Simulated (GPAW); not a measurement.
# SnSe (Fm-3m): the Se K absorption edge, part 2 of 3

Aim: the dependence of the Se K near-edge features of SnSe (Fm-3m) on volume.

GPAW 26.7.0; X-ray absorption from dipole matrix elements to empty bands, plane-wave PAW LDA.

So far. Step 2 (Ground state of the crystal): The mesh shows a gap of 0.73 eV, so the hole is first treated in a charged cell, without the excited electron.

## (4) Spectrum with FCH, Se atom 2

The holes are 6.0 Å apart. In GPAW the data set carries the hole's charge, so charge=0 means a charged cell and charge=-1 a neutral one. The excited electron is left out and a uniform background balances the charge. After the field has converged, empty bands are computed with the density fixed and the dipole matrix elements are summed.

The absorber has 6 Sn at 3.01 Å (octahedral, site symmetry m-3m).

xas.py reads:

```python
import numpy as np
from ase import Atoms
from ase.parallel import parprint, paropen
from gpaw import GPAW, PW, FermiDirac, Mixer, MixerDif, setup_paths
from gpaw.test import gen
setup_paths.insert(0, '.')
gen('Se', name='fch1s', xcname='LDA', corehole=(1, 0, 1), write_xml=True)
from gpaw.mpi import world
world.barrier()

atoms = Atoms('Sn4Se4',
    cell=[[0, -6.02, 0],
     [-6.02, 0, 0],
     [0, 0, -6.02]],
    scaled_positions=[[0, 0, 0],
     [0.5, 0, 0.5],
     [0, 0.5, 0.5],
     [0.5, 0.5, 0],
     [0.5, 0.5, 0.5],
     [0, 0.5, 0],
     [0.5, 0, 0],
     [0, 0, 0.5]],
    pbc=True)
atoms.calc = calc = GPAW(legacy_gpaw=True, mode=PW(430, force_complex_dtype=True), xc='LDA', setups={4: 'fch1s'},
    kpts={'size': (3, 3, 3), 'gamma': True}, occupations=FermiDirac(0.02),
    charge=0, mixer=Mixer(0.1, 5, 50), maxiter=150,
    convergence={'density': 0.0001, 'eigenstates': 1e-6}, txt='scf.txt')
energy = atoms.get_potential_energy() + calc.get_reference_energy()
ef = calc.get_fermi_level()
out = dict(energy=energy, fermi=ef, forces=atoms.get_forces().tolist())
parprint(f'all-electron energy {energy:.4f} eV, Fermi level {ef:.4f} eV')
ev = np.array([[calc.get_eigenvalues(k, s) for k in range(len(calc.get_ibz_k_points()))] for s in range(calc.get_number_of_spins())])
out['homo'], out['lumo'], out['counts'] = ev[ev < ef].max(), ev[ev > ef].min(), sorted(set((ev < ef).sum((0, 2)).tolist()))
out['filled'] = (ev[:, 0] < ef).sum(1).tolist()

from ase.units import Ha
from gpaw.xas import dipole_matrix_elements
nb = int(calc.get_number_of_electrons() / 2) + 132
top, nb = nb, nb + 8 + nb // 12
nscf = calc.fixed_density(kpts={'size': (4, 4, 4), 'gamma': True}, nbands=nb,
    convergence={'bands': top, 'eigenstates': 5e-3}, maxiter=60, txt='nscf.txt')
cell = atoms.cell.array
ops = [cell.T @ U.T @ np.linalg.inv(cell.T) for U in nscf.wfs.kd.symmetry.op_scc]
filled = [40]  # bands filled in the ground state, by spin
E = np.arange(-6, 34, 0.1)
fwhm = np.interp(E, [4, 25], [2.33, 3.5])
Y, X, zero, highest = 0, 0, 1e9, 1e9
for spin in range(nscf.get_number_of_spins()):
    wfs = nscf.wfs
    mine = wfs.bd.get_slice()  # this rank's bands
    A = dipole_matrix_elements(wfs.setups[4])
    eps = np.zeros((wfs.kd.nibzkpts, nb))
    d = np.zeros((3, A.shape[1], wfs.kd.nibzkpts, nb), complex)
    for kpt in wfs.kpt_u:
        if kpt.s == spin and 4 in kpt.P_ani:
            eps[kpt.k, mine] = kpt.eps_n * Ha
            d[:, :, kpt.k, mine] = (kpt.weight * wfs.nspins / 2) ** 0.5 * np.inner(A, kpt.P_ani[4])
    world.sum(eps)
    world.sum(d)
    T = np.einsum('amkn,bmkn->abkn', d, d.conj()).real
    T = sum(np.einsum('ai,ijkn,bj->abkn', R, T, R) for R in ops) / len(ops)
    empty = np.ones_like(eps, bool) & (np.arange(nb) >= filled[spin])
    zero, highest = min(zero, eps[empty].min()), min(highest, eps[:, top - 1].min())
    lines = [(eps, T, empty)] if spin == 0 else lines + [(eps, T, empty)]
for eps, T, empty in lines:
    f = np.einsum('aakn->akn', T).reshape(3, -1)
    x = eps.ravel() - zero
    w = np.interp(x, E, fwhm) / 2.35482
    g = np.exp(-0.5 * ((E[:, None] - x) / w) ** 2) / (w * (2 * np.pi) ** 0.5)
    Y = Y + (f * empty.ravel()) @ g.T
    X = X + (f * ~empty.ravel()) @ g.T
out.update(E=E.round(2).tolist(), xas=Y.tolist(), xes=X.tolist(), zero=zero, valid=highest - zero, nk=len(eps), nb=nb)
for i in range(0, len(E), 10):
    parprint(f'{E[i]:7.2f}', *(f'{v:10.3e}' for v in Y[:, i]))
import json
with paropen('out.json', 'w') as f:
    json.dump(out, f)
```

Command:

```sh
$ OMP_NUM_THREADS=1 mpirun -n 4 gpaw python xas.py
```

Numbers of over 12 decimals in the logs are rounded to 6 here.

The program printed:

```text
Input parameters:
  convergence: {density: 0.0001,
                eigenstates: 1e-06}
  kpts: {gamma: True,
         size: (3, 3, 3)}
  maxiter: 150
  mixer: {backend: pulay,
          beta: 0.1,
          method: separate,
          nmaxold: 5,
          weight: 50}
  mode: {ecut: 430.0,
         force_complex_dtype: True,
         name: pw}
  occupations: {fixmagmom: False,
                name: fermi-dirac,
                width: 0.02}
  setups: {4: fch1s}

Initialize ...

[... PAW data sets ...]

Reference energy: -922849.859255  # eV

Spin-paired calculation

[... convergence settings ...]
Symmetries present (total): 48
  [... symmetry matrices ...]

27 k-points: 3 x 3 x 3 Monkhorst-Pack grid
4 k-points in the irreducible part of the Brillouin zone
       k-points in crystal coordinates                weights
   0:     0.00000000    0.00000000    0.00000000          1/27
   1:     0.33333333    0.00000000    0.00000000          6/27
   2:     0.33333333    0.33333333    0.00000000         12/27
   3:     0.33333333    0.33333333    0.33333333          8/27

Wave functions: Plane wave expansion
  Cutoff energy: 430.000 eV
  Number of coefficients (min, max): 4385, 4438
  Pulay-stress correction: 0.000000 eV/Ang^3 (de/decut=0.000000)
  Using FFTW library
  Wavefunction extrapolation:
    Improved wavefunction reuse through dual PAW basis

Occupation numbers: Fermi-Dirac:
  width: 0.0200  # eV

Eigensolver
   Davidson(niter=2)

Densities:
  Coarse grid: 30*30*30 grid
  Fine grid: 60*60*60 grid
  Total Charge: 1.000000

Density mixing:
  Method: separate
  Backend: pulay
  Linear mixing parameter: 0.1
  old densities: 5
  Width of damping distribution: 1.1
  Damping of long wavelength oscillations: 50

[... Hamiltonian set-up ...]
Number of atoms: 8
Number of atomic orbitals: 52
Number of bands in calculation: 52
Number of valence electrons: 80
Bands to converge: occupied

... initialized

Initializing position-dependent things.

Density initialized from atomic densities
Creating initial wave functions:
  52 bands from LCAO basis set

         Se     Sn
       Sn     Se

         Sn     Se
       Se     Sn

Atomic positions and initial magnetic moments

Positions:
   0 Sn     0.000000    0.000000    0.000000    ( 0.0000,  0.0000,  0.0000)
   1 Sn     0.000000   -3.010000   -3.010000    ( 0.0000,  0.0000,  0.0000)
   2 Sn    -3.010000    0.000000   -3.010000    ( 0.0000,  0.0000,  0.0000)
   3 Sn    -3.010000   -3.010000    0.000000    ( 0.0000,  0.0000,  0.0000)
   4 Se    -3.010000   -3.010000   -3.010000    ( 0.0000,  0.0000,  0.0000)
   5 Se    -3.010000    0.000000    0.000000    ( 0.0000,  0.0000,  0.0000)
   6 Se     0.000000   -3.010000    0.000000    ( 0.0000,  0.0000,  0.0000)
   7 Se     0.000000    0.000000   -3.010000    ( 0.0000,  0.0000,  0.0000)

Unit cell:
           periodic     x           y           z      points  spacing
  1. axis:    yes    0.000000   -6.020000    0.000000    30     0.2007
  2. axis:    yes   -6.020000    0.000000    0.000000    30     0.2007
  3. axis:    yes    0.000000    0.000000   -6.020000    30     0.2007

  Lengths:   6.020000   6.020000   6.020000
  Angles:   90.000000  90.000000  90.000000

Effective grid spacing dv^(1/3) = 0.2007

iter:   1   -57.799954
iter:   2   -56.585002   -1.51  -1.30
iter:   3   -55.656260   -2.19  -1.36
iter:   4   -55.256555   -2.19  -1.50
iter:   5   -55.251881   -3.07  -1.73
iter:   6   -55.209077   -3.30  -2.07
iter:   7   -55.202618   -3.29  -2.43
iter:   8   -55.201817c  -4.79  -2.91
iter:   9   -55.201695c  -5.29  -3.14
iter:  10   -55.201693c  -5.69  -3.54
iter:  11   -55.201692c  -6.41c -3.93
iter:  12   -55.201690c  -6.92c -3.99
iter:  13   -55.201689c  -6.82c -4.05c

Converged after 13 iterations.

Dipole moment: (0.000000, 0.000000, 0.000000) |e|*Ang

Energy contributions relative to reference atoms: (reference = -922849.859255)

Kinetic:        +15.359577
Potential:      -37.891653
External:        +0.000000
XC:             -32.608848
Entropy (-ST):   -0.000000
Local:           -0.060765
SIC:             +0.000000
--------------------------
Free energy:    -55.201689
Extrapolated:   -55.201689

Showing only first 2 kpts
 Kpt  Band  Eigenvalues  Occupancy
  0    38      3.50545    2.00000
  0    39      3.50545    2.00000
  0    40      9.52825    0.00000
  0    41      9.52825    0.00000

  1    38      4.10942    2.00000
  1    39      4.86584    2.00000
  1    40      7.21862    0.00000
[...]
Fermi level: 5.70081

Gap: 0.910 eV
Transition (v -> c):
  (s=0, k=2, n=39, [0.33, 0.33, 0.00]) -> (s=0, k=3, n=40, [0.33, 0.33, 0.33])
Direct/indirect transitions are different
Direct gap: 0.969 eV
Transition at: (s=0, k=3, n=39, [0.33, 0.33, 0.33])

Forces in eV/Ang:
  0 Sn   -0.00000    0.00000    0.00000
  1 Sn    0.00000    0.00000    0.00000
  2 Sn    0.00000    0.00000    0.00000
  3 Sn    0.00000    0.00000    0.00000
  4 Se   -0.00000   -0.00000   -0.00000
  5 Se    0.00000    0.00000   -0.00000
  6 Se    0.00000    0.00000    0.00000
  7 Se   -0.00000   -0.00000    0.00000
Scalar-relativistic atomic LDA calculation for Se (Selenium, Z=34)
Core hole in 1s state (1s occupation: 1.0)
600 radial gridpoints.
|------------------------------------------------|
|------------------------------------------------|
[... the atom generator's iteration count ...]

Energy contributions:
-------------------------
Kinetic:    +1992.176532
XC:           -74.936171
Potential:  -3877.301897
-------------------------
Total:      -1960.061536

state      eigenvalue         ekin         rmax
-----------------------------------------------
1s^1.0 :  -473.814066   594.491378        0.029
2s^2.0 :   -62.777713   119.273514        0.162
2p^6.0 :   -56.419235   117.661311        0.128
3s^2.0 :    -8.945456    28.579454        0.490
3p^6.0 :    -6.765340    26.386029        0.482
3d^10.0:    -2.900021    21.587394        0.429
4s^2.0 :    -1.105925     4.504829        1.414
4p^4.0 :    -0.649487     3.202895        1.619
-----------------------------------------------
(units: Bohr and Hartree)

Generating PAW setup
Kinetic energy of the core from tauc = 1992.701229521997
Cutoffs:
rc(s)=1.600
rc(p)=1.900
rc(d)=1.600
rc(vbar)=1.440
rc(comp)=1.600
rc(nct)=1.900

Kinetic energy of the core states: 1970.355293
Charge: 1.0
Core electrons: 27.0
Valence electrons: 6.0
Pseudo-core charge: 0.688517
Shape function alpha=3.906
Pseudo-electron charge 7.123653
state    eigenvalue         norm
--------------------------------
4s(2) :    -1.105925     1.147115
*s    :    -0.105925
4p(4) :    -0.649487     1.035227
*p    :     0.350513
*d    :     0.000000
--------------------------------

Diagonalizing with gridspacing h=0.050

state   all-electron     PAW
-------------------------------
4s:      -1.105925    -1.106630
4p:      -0.649487    -0.650084
*d:                   -0.134651
*f:                   -0.017877
-------------------------------
all-electron energy -922905.0609 eV, Fermi level 5.7008 eV
[...]
31.00  7.236e-08  7.236e-08  7.236e-08
  32.00  7.181e-08  7.181e-08  7.181e-08
  33.00  6.892e-08  6.892e-08  6.892e-08
```

Wall time 52 s (4 MPI ranks of Arm Neoverse V1, shared host); peak memory 0.29 GiB; 3.5 min of CPU time.

The Se K spectrum, Se atom 2, full core hole (charged cell) (energy from the lowest empty level; intensity scaled to a mean of 1 over the first 20 eV):

| E (eV) | intensity |
| --- | --- |
| -2.00 | 0.01 |
| -1.25 | 0.05 |
| -0.50 | 0.20 |
| 0.25 | 0.54 |
| 1.00 | 1.17 |
| 1.75 | 1.95 |
| 2.50 | 2.48 |
| 3.25 | 2.34 |
| 4.00 | 1.62 |
| 4.75 | 0.86 |
| 5.50 | 0.40 |
| 6.25 | 0.23 |
| 7.00 | 0.23 |
| 7.75 | 0.28 |
| 8.50 | 0.37 |
| 9.25 | 0.53 |
| 10.00 | 0.72 |
| 10.75 | 0.87 |
| 11.50 | 0.96 |
| 12.25 | 0.97 |
| 13.00 | 0.95 |
| 13.75 | 0.91 |
| 14.50 | 0.88 |
| 15.25 | 0.90 |
| 16.00 | 0.96 |
| 16.75 | 1.04 |
| 17.50 | 1.12 |
| 18.25 | 1.18 |
| 19.00 | 1.21 |
| 19.75 | 1.22 |
| 20.50 | 1.22 |
| 21.25 | 1.17 |
| 22.00 | 1.07 |
| 22.75 | 0.97 |
| 23.50 | 0.93 |
| 24.25 | 0.93 |
| 25.00 | 0.94 |
| 25.75 | 0.94 |
| 26.50 | 0.95 |
| 27.25 | 0.96 |
| 28.00 | 0.95 |
| 28.75 | 0.90 |
| 29.50 | 0.85 |
| 30.25 | 0.82 |
| 31.00 | 0.81 |
| 31.75 | 0.80 |

Main maxima below 30 eV (height): 2.8 eV (2.52), 12.2 eV (0.97) and 20.2 eV (1.22). A K edge sees empty p states on the absorber.

The energy difference (zero at 12671 eV) isn't read as a photon energy: for so heavy an absorber the terms left out (the hole's spin, the functional's error) amount to tens of eV or more.

## (5) Supercell without a hole, the energy reference

The cell changes for the next run, so it gets a reference energy of its own.

The cell differs from the one that the last finished run ended in (a 6.020 → 5.897 Å, b 6.020 → 5.897 Å, c 6.020 → 5.897 Å).

scf.py reads:

```python
import numpy as np
from ase import Atoms
from ase.parallel import parprint, paropen
from gpaw import GPAW, PW, FermiDirac, Mixer, MixerDif, setup_paths
from gpaw.test import gen
setup_paths.insert(0, '.')
gen('Se', name='nch1s', xcname='LDA', corehole=(1, 0, 0), write_xml=True)
from gpaw.mpi import world
world.barrier()

atoms = Atoms('Sn4Se4',
    cell=[[0, -5.89710837, 0],
     [-5.89710837, 0, 0],
     [0, 0, -5.89710837]],
    scaled_positions=[[0, 0, 0],
     [0.5, 0, 0.5],
     [0, 0.5, 0.5],
     [0.5, 0.5, 0],
     [0.5, 0.5, 0.5],
     [0, 0.5, 0],
     [0.5, 0, 0],
     [0, 0, 0.5]],
    pbc=True)
atoms.calc = calc = GPAW(legacy_gpaw=True, mode=PW(430, force_complex_dtype=True), xc='LDA', setups={4: 'nch1s'},
    kpts={'size': (3, 3, 3), 'gamma': True}, occupations=FermiDirac(0.02),
    charge=0, mixer=Mixer(0.1, 5, 50), maxiter=150,
    convergence={'density': 0.0001, 'eigenstates': 1e-6}, txt='scf.txt')
energy = atoms.get_potential_energy() + calc.get_reference_energy()
ef = calc.get_fermi_level()
out = dict(energy=energy, fermi=ef, forces=atoms.get_forces().tolist())
parprint(f'all-electron energy {energy:.4f} eV, Fermi level {ef:.4f} eV')
ev = np.array([[calc.get_eigenvalues(k, s) for k in range(len(calc.get_ibz_k_points()))] for s in range(calc.get_number_of_spins())])
out['homo'], out['lumo'], out['counts'] = ev[ev < ef].max(), ev[ev > ef].min(), sorted(set((ev < ef).sum((0, 2)).tolist()))
out['filled'] = (ev[:, 0] < ef).sum(1).tolist()
import json
with paropen('out.json', 'w') as f:
    json.dump(out, f)
```

Command:

```sh
$ OMP_NUM_THREADS=1 mpirun -n 4 gpaw python scf.py
```

The program printed:

```text
Input parameters:
  convergence: {density: 0.0001,
                eigenstates: 1e-06}
  kpts: {gamma: True,
         size: (3, 3, 3)}
  maxiter: 150
  mixer: {backend: pulay,
          beta: 0.1,
          method: separate,
          nmaxold: 5,
          weight: 50}
  mode: {ecut: 430.0,
         force_complex_dtype: True,
         name: pw}
  occupations: {fixmagmom: False,
                name: fermi-dirac,
[...]
4s(2) :    -0.642093     1.095786
*s    :     0.357907
4p(4) :    -0.244602     1.027373
*p    :     0.755398
*d    :     0.000000
--------------------------------

Diagonalizing with gridspacing h=0.050

state   all-electron     PAW
-------------------------------
4s:      -0.642093    -0.642657
4p:      -0.244602    -0.244988
*d:                    0.040490
*f:                    0.073581
-------------------------------
all-electron energy -935570.2736 eV, Fermi level 6.8118 eV
[key lines of the parts left out:]
Converged after 10 iterations.
Dipole moment: (0.000000, 0.000000, 0.000000) |e|*Ang
Free energy:    -39.231795
Fermi level: 6.81180
```

Wall time 7.8 s (4 MPI ranks); peak memory 0.22 GiB; 31 s of CPU time.

Reference energy: -935570.274 eV with the cores included.

## (6) Spectrum with FCH, Se atom 2

Shorter bonds are expected to push antibonding states and scattering resonances up, and longer ones down; the cell is scaled to test that.

Changed against the first core-hole run: volume scale from 1 to 0.94.

Changes to xas.py since step 4:

```diff
@@ -11,5 +11,5 @@
 atoms = Atoms('Sn4Se4',
-    cell=[[0, -6.02, 0],
-     [-6.02, 0, 0],
-     [0, 0, -6.02]],
+    cell=[[0, -5.89710837, 0],
+     [-5.89710837, 0, 0],
+     [0, 0, -5.89710837]],
     scaled_positions=[[0, 0, 0],
@@ -37,3 +37,3 @@
 from gpaw.xas import dipole_matrix_elements
-nb = int(calc.get_number_of_electrons() / 2) + 132
+nb = int(calc.get_number_of_electrons() / 2) + 125
 top, nb = nb, nb + 8 + nb // 12
```

Command:

```sh
$ OMP_NUM_THREADS=1 mpirun -n 4 gpaw python xas.py
```

The program printed:

```text
Input parameters:
  convergence: {density: 0.0001,
                eigenstates: 1e-06}
  kpts: {gamma: True,
         size: (3, 3, 3)}
  maxiter: 150
  mixer: {backend: pulay,
          beta: 0.1,
          method: separate,
          nmaxold: 5,
          weight: 50}
  mode: {ecut: 430.0,
         force_complex_dtype: True,
         name: pw}
  occupations: {fixmagmom: False,
                name: fermi-dirac,
[...]
*p    :     0.350513
*d    :     0.000000
--------------------------------

Diagonalizing with gridspacing h=0.050

state   all-electron     PAW
-------------------------------
4s:      -1.105925    -1.106630
4p:      -0.649487    -0.650084
*d:                   -0.134651
*f:                   -0.017877
-------------------------------
all-electron energy -922905.8182 eV, Fermi level 6.5112 eV
[...]
32.00  7.238e-08  7.238e-08  7.238e-08
  33.00  7.198e-08  7.198e-08  7.198e-08
[key lines of the parts left out:]
Converged after 12 iterations.
Dipole moment: (0.000000, 0.000000, 0.000000) |e|*Ang
Free energy:    -55.958931
Fermi level: 6.51118
```

Wall time 47 s (4 MPI ranks); peak memory 0.28 GiB.

| E (eV) | first run | this run |
| --- | --- | --- |
| -2.0 | 0.01 | 0.01 |
| -1.0 | 0.08 | 0.09 |
| 0.0 | 0.40 | 0.40 |
| 1.0 | 1.17 | 1.16 |
| 2.0 | 2.18 | 2.14 |
| 3.0 | 2.47 | 2.50 |
| 4.0 | 1.62 | 1.81 |
| 5.0 | 0.67 | 0.86 |
| 6.0 | 0.26 | 0.35 |
| 7.0 | 0.23 | 0.24 |
| 8.0 | 0.30 | 0.29 |
| 9.0 | 0.47 | 0.42 |
| 10.0 | 0.72 | 0.64 |
| 11.0 | 0.91 | 0.85 |
| 12.0 | 0.97 | 0.95 |
| 13.0 | 0.95 | 0.96 |
| 14.0 | 0.89 | 0.91 |
| 15.0 | 0.88 | 0.87 |
| 16.0 | 0.96 | 0.90 |
| 17.0 | 1.07 | 0.98 |
| 18.0 | 1.17 | 1.11 |
| 19.0 | 1.21 | 1.19 |
| 20.0 | 1.22 | 1.22 |
| 21.0 | 1.19 | 1.23 |
| 22.0 | 1.07 | 1.17 |
| 23.0 | 0.95 | 1.03 |
| 24.0 | 0.92 | 0.92 |
| 25.0 | 0.94 | 0.90 |
| 26.0 | 0.95 | 0.92 |
| 27.0 | 0.96 | 0.96 |
| 28.0 | 0.95 | 0.99 |
| 29.0 | 0.89 | 0.97 |
| 30.0 | 0.82 | 0.89 |
| 31.0 | 0.81 | 0.82 |

The scaled spectrum changes by 6 % r.m.s. The highest intensity below 24 eV stays at 2.8 eV.

The photon energy of the zero moves by +0.22 eV.

## (7) Supercell without a hole, the energy reference

The cell changes for the next run, so it gets a reference energy of its own.

The cell differs from the one that the last finished run ended in (a 5.897 → 5.959 Å, b 5.897 → 5.959 Å, c 5.897 → 5.959 Å).

Changes to scf.py since step 5:

```diff
@@ -11,5 +11,5 @@
 atoms = Atoms('Sn4Se4',
-    cell=[[0, -5.89710837, 0],
-     [-5.89710837, 0, 0],
-     [0, 0, -5.89710837]],
+    cell=[[0, -5.95918776, 0],
+     [-5.95918776, 0, 0],
+     [0, 0, -5.95918776]],
     scaled_positions=[[0, 0, 0],
```

Command:

```sh
$ OMP_NUM_THREADS=1 mpirun -n 4 gpaw python scf.py
```

The program printed:

```text
Input parameters:
  convergence: {density: 0.0001,
                eigenstates: 1e-06}
  kpts: {gamma: True,
         size: (3, 3, 3)}
  maxiter: 150
  mixer: {backend: pulay,
          beta: 0.1,
          method: separate,
          nmaxold: 5,
          weight: 50}
  mode: {ecut: 430.0,
         force_complex_dtype: True,
         name: pw}
  occupations: {fixmagmom: False,
                name: fermi-dirac,
[...]
4s(2) :    -0.642093     1.095786
*s    :     0.357907
4p(4) :    -0.244602     1.027373
*p    :     0.755398
*d    :     0.000000
--------------------------------

Diagonalizing with gridspacing h=0.050

state   all-electron     PAW
-------------------------------
4s:      -0.642093    -0.642657
4p:      -0.244602    -0.244988
*d:                    0.040490
*f:                    0.073581
-------------------------------
all-electron energy -935570.2077 eV, Fermi level 6.3989 eV
[key lines of the parts left out:]
Converged after 10 iterations.
Dipole moment: (0.000000, 0.000000, 0.000000) |e|*Ang
Free energy:    -39.165886
Fermi level: 6.39888
```

Elapsed: 7.8 s, on 4 MPI ranks; peak memory 0.22 GiB.

Reference energy: -935570.208 eV with the cores included.

(Part 2 of 3 ends here.)

[Banner, clock and machine lines of the logs are left out without a mark of their own.]

[Logs are printed without paths, hosts, clocks, repeated set-up lines and the standing remarks that a program may print on its own settings, such as how far it seeks lower states.]

[Hosts, paths, dates, database ids (printed as entryN), source tags and the programs' standing remarks are cut or masked in the printed files.]

[Lists of maxima count a maximum above −3 eV only where it reaches 4 % of the highest in the window and stands out from its surroundings by 2 % of it (1.5 % where it reaches 55 %); shoulders and weaker maxima are passed over, and of the rest the first, up to two pre-edge ones and the few strongest are named.]
